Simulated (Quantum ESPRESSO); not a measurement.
# O on top sites of TaN(001): a series in the coverage, part 5 of 10

What law, if any, do the results for O on top sites of TaN(001) follow against the coverage?

Quantum ESPRESSO 7.5; plane-wave DFT, PBE, GBRV ultrasoft pseudopotentials.

So far. Step 2 (Variable-cell relaxation of the reference):  The last row is no step: it is a fresh SCF in the final cell with a new plane-wave basis, +0 meV from the row before. Step 5 (Relaxing the ions, 0 ML): The relaxation lowers the energy by 75 meV an atom. On the free atoms the largest force ends at 0.003 eV/Å.

## 6. Self-consistent run, 0 ML

A run under open boundaries on these atoms gives the vacuum levels.

File m0.esm.in:

```
&control
  prefix = 'm0.esm'
  outdir = './out'
  pseudo_dir = './pseudo'
  calculation = 'scf'
  tprnfor = .true.
/
&system
  ibrav = 0
  nat = 6
  ntyp = 2
  ecutwfc = 40
  ecutrho = 200
  occupations = 'smearing'
  smearing = 'mv'
  degauss = 0.02
  assume_isolated = 'esm'
  esm_bc = 'bc1'
/
&electrons
  conv_thr = 1e-07
  mixing_beta = 0.25
  electron_maxstep = 160
  mixing_mode = 'local-TF'
  mixing_ndim = 12
/
ATOMIC_SPECIES
  Ta  180.9479  ta_pbe_v1.uspp.F.UPF
  N   14.0070  n_pbe_v1.2.uspp.F.UPF
CELL_PARAMETERS angstrom
  3.12077692700000 0.00000000000000 0.00000000000000
  0.00000000000000 3.12077692700000 0.00000000000000
  0.00000000000000 0.00000000000000 18.41842098092308
ATOMIC_POSITIONS crystal
  Ta  0.000000000000 0.000000000000 -0.112478443900
  N   0.500000000000 0.500000000000 -0.129175679400
  Ta  0.500000000000 0.500000000000 0.000000000000
  N   0.000000000000 0.000000000000 0.000000000000
  Ta  0.000000000000 0.000000000000 0.112478443900
  N   0.500000000000 0.500000000000 0.129175679400
K_POINTS automatic
  7 7 1 0 0 0
```

Launch:

```bash
> OMP_NUM_THREADS=1 mpirun -n 16 pw.x -nk 2 -in m0.esm.in > m0.esm.out
```

Output:

```text
[banner, memory and clock lines left out]
Program PWSCF v.7.5 starts
[citation notice left out]

[...]
Message from routine setup:
[...]
bravais-lattice index     =            0
     lattice parameter (alat)  =       5.8974  a.u.
     unit-cell volume          =    1210.5269 (a.u.)^3
     number of atoms/cell      =            6
     number of atomic types    =            2
     number of electrons       =        54.00
     number of Kohn-Sham states=           32
     kinetic-energy cutoff     =      40.0000  Ry
     charge density cutoff     =     200.0000  Ry
     scf convergence threshold =      1.0E-07
     mixing beta               =       0.2500
     number of iterations used =           12  local-TF  mixing
     Exchange-correlation= SLA  PW   PBE  PBE
                           (   1   4   3   4   0   0   0)

     Effective Screening Medium Method
     Boundary Conditions: Vacuum-Slab-Vacuum
     total charge in unit cell        =   0.0000
     grid points for fit at edges     =        4

[...]
PseudoPot. # 1 for Ta read from file:
     ./pseudo/ta_pbe_v1.uspp.F.UPF
     Pseudo is Ultrasoft + core correction, Zval = 13.0
     Generated by new atomic code, or converted to UPF format
     Using radial grid of  921 points,  7 beta functions with:
                l(1) =   0
                l(2) =   0
                l(3) =   1
                l(4) =   1
                l(5) =   2
                l(6) =   2
                l(7) =   3
     Q(r) pseudized with  6 coefficients,  rinner =    1.300   1.300   1.300
                                                       1.300   1.300   1.300
                                                       1.300

     PseudoPot. # 2 for N  read from file:
     ./pseudo/n_pbe_v1.2.uspp.F.UPF
     Pseudo is Ultrasoft + core correction, Zval =  5.0
     Generated by new atomic code, or converted to UPF format
     Using radial grid of  729 points,  4 beta functions with:
                l(1) =   0
                l(2) =   0
                l(3) =   1
                l(4) =   1
     Q(r) pseudized with  8 coefficients,  rinner =    0.900   0.900   0.900

     atomic species   valence    mass     pseudopotential
     Ta               13.00   180.94790     Ta( 1.00)
     N                 5.00    14.00700     N ( 1.00)

     16 Sym. Ops., with inversion, found

[...]
number of k points=    10  Marzari-Vanderbilt smearing, width (Ry)=  0.0200
[...]
Dense  grid:    57845 G-vectors     FFT dimensions: (  27,  27, 160)

     Smooth grid:    41369 G-vectors     FFT dimensions: (  24,  24, 144)

     Initial potential from superposition of free atoms

     starting charge      53.9966, renormalised to      54.0000

     negative rho (up, down):  2.879E-01 0.000E+00
     Starting wfcs are   51 randomized atomic wfcs

     per-process dynamical memory:    17.7 Mb

     Self-consistent Calculation

     iteration #  1     ecut=    40.00 Ry     beta= 0.25
     Davidson diagonalization with overlap
     ethr =  1.00E-02,  avg # of iterations =  2.0

     negative rho (up, down):  2.882E-01 0.000E+00

     total energy              =    -486.33417257 Ry
     estimated scf accuracy    <       1.82466905 Ry

     iteration #  2     ecut=    40.00 Ry     beta= 0.25
[...]
negative rho (up, down):  2.922E-01 0.000E+00

[...]
total energy              =    -485.72042486 Ry
     estimated scf accuracy    <       1.22520567 Ry

     iteration #  3     ecut=    40.00 Ry     beta= 0.25
[...]
negative rho (up, down):  2.923E-01 0.000E+00

[...]
total energy              =    -486.09495599 Ry
     estimated scf accuracy    <       0.64911598 Ry

     iteration #  4     ecut=    40.00 Ry     beta= 0.25
[...]
negative rho (up, down):  2.955E-01 0.000E+00

[...]
total energy              =    -486.64852866 Ry
     estimated scf accuracy    <       0.56285075 Ry

     iteration #  5     ecut=    40.00 Ry     beta= 0.25
[...]
negative rho (up, down):  3.000E-01 0.000E+00

[...]
total energy              =    -486.48774631 Ry
     estimated scf accuracy    <       1.26533036 Ry

     iteration #  6     ecut=    40.00 Ry     beta= 0.25
[...]
negative rho (up, down):  3.012E-01 0.000E+00

[...]
total energy              =    -486.01464953 Ry
     estimated scf accuracy    <       0.79806855 Ry

[...]
iteration # 39     ecut=    40.00 Ry     beta= 0.25
[...]
negative rho (up, down):  3.013E-01 0.000E+00

[...]
total energy              =    -486.32058502 Ry
     estimated scf accuracy    <       0.00000013 Ry

     iteration # 40     ecut=    40.00 Ry     beta= 0.25
[...]
negative rho (up, down):  3.013E-01 0.000E+00

[...]
total energy              =    -486.32058616 Ry
     estimated scf accuracy    <       0.00000016 Ry

     iteration # 41     ecut=    40.00 Ry     beta= 0.25
[...]
negative rho (up, down):  3.013E-01 0.000E+00

[...]
total energy              =    -486.32059016 Ry
     estimated scf accuracy    <       0.00000013 Ry

     iteration # 42     ecut=    40.00 Ry     beta= 0.25
[...]
negative rho (up, down):  3.013E-01 0.000E+00

[...]
End of self-consistent calculation

          k = 0.0000 0.0000 0.0000 (  5131 PWs)   bands (ev):

   -72.9244 -72.9217 -72.4089 -39.6782 -39.6021 -39.2637 -39.2637 -39.2083
   -39.2083 -38.8642 -38.8642 -38.7702 -21.7309 -19.9383 -19.8121 -10.8553
    -9.1601  -8.5621  -8.5621  -8.3829  -8.1669  -6.9011  -6.7549  -6.7549
    -6.5931  -6.5931  -5.4422  -4.6926  -4.6926  -3.7329  -2.9996  -2.1906

          k = 0.0000 0.1429 0.0000 (  5140 PWs)   bands (ev):

   -72.9207 -72.9185 -72.4059 -39.6580 -39.6336 -39.3265 -39.3129 -39.2449
   -39.1989 -38.9312 -38.8624 -38.7508 -21.4541 -19.6873 -19.5484 -10.9970
   -10.2214  -9.2480  -9.0639  -8.5147  -8.2085  -8.0891  -7.5681  -7.3905
    -6.5764  -5.5783  -4.6215  -4.5250  -4.4848  -3.6238  -2.3132  -1.9400

[...]
the Fermi energy is    -3.3633 ev

!    total energy              =    -486.32058050 Ry
     estimated scf accuracy    <       0.00000007 Ry
     smearing contrib. (-TS)   =      -0.00037498 Ry
     internal energy E=F+TS    =    -486.32020552 Ry

     The total energy is F=E-TS. E is the sum of the following terms:
     one-electron contribution =    4150.64588736 Ry
     hartree contribution      =   -2088.08788453 Ry
     xc contribution           =    -142.90841363 Ry
     ewald contribution        =   -2405.96979472 Ry

     convergence has been achieved in  42 iterations

     negative rho (up, down):  3.013E-01 0.000E+00

     Forces acting on atoms (cartesian axes, Ry/au):

     atom    1 type  1   force =     0.00000000    0.00000000   -0.00024845
     atom    2 type  2   force =     0.00000000    0.00000000    0.00005875
     atom    3 type  1   force =     0.00000000    0.00000000    0.00000000
     atom    4 type  2   force =     0.00000000    0.00000000    0.00000000
     atom    5 type  1   force =     0.00000000    0.00000000    0.00024845
     atom    6 type  2   force =     0.00000000    0.00000000   -0.00005875

     Total force =     0.000361     Total SCF correction =     0.001622
     SCF correction compared to forces is large: reduce conv_thr to get better values

[...]
```

Run time: 13 s. Hardware: 16 MPI ranks of Arm Neoverse V2, shared host; peak memory 1.1 GiB.

This step gave:

```
free energy                                                    : -6616.7286 eV
Fermi energy                                                   : -3.363 eV
vacuum line at the lower end of the cell, over the Fermi level : 3.363 eV
vacuum line at the upper end of the cell, over the Fermi level : 3.363 eV
```

Electrostatic potential energy of an electron; zero at the Fermi level. Potential energy, planar mean against z:

z (Å), potential energy, planar mean (eV) and a bar from the least value:
```
     -9.0        3.4 ##############################
     -8.5        3.4 ##############################
     -8.0        3.4 ##############################
     -7.5        3.4 ##############################
     -7.0        3.4 ##############################
     -6.5        3.4 ##############################
     -6.0        3.4 ##############################
     -5.5        3.3 ##############################
     -5.0        3.3 ##############################
     -4.5        3.1 ##############################
     -4.0        2.7 #############################
     -3.5        1.3 ###########################
     -3.0       -3.9 ###################
     -2.5      -15.0 ###
     -2.0      -11.8 ########
     -1.5       -7.3 ##############
     -1.0       -5.2 #################
     -0.5       -9.8 ###########
      0.0      -17.0 
      0.5       -9.8 ###########
      1.0       -5.2 #################
      1.5       -7.3 ##############
      2.0      -11.8 ########
      2.5      -15.0 ###
      3.0       -3.9 ###################
      3.5        1.3 ###########################
      4.0        2.7 #############################
      4.5        3.1 ##############################
      5.0        3.3 ##############################
      5.5        3.3 ##############################
      6.0        3.4 ##############################
      6.5        3.4 ##############################
      7.0        3.4 ##############################
      7.5        3.4 ##############################
      8.0        3.4 ##############################
      8.5        3.4 ##############################
      9.0        3.4 ##############################
```

The vacuum levels are read from the outermost 0.7 Å of the cell on either side.

Inside the slab this potential holds the local part of the pseudopotentials, which can be repulsive at the nuclei; only its value in the vacuum has a meaning of its own.

(Continued in part 6 of 10.)

[Logs are printed without paths, hosts, clocks, repeated set-up lines and the standing remarks that a program may print on its own settings, such as how far it seeks lower states.]

[Hosts, paths, dates, database ids (printed as entryN), source tags and the programs' standing remarks are cut or masked in the printed files.]

[Maps of the electrostatic potential energy from Ansatz leave out the sawtooth potential of an applied field or a dipole correction, so their vacuum need not be flat; planar profiles and work functions include it.]
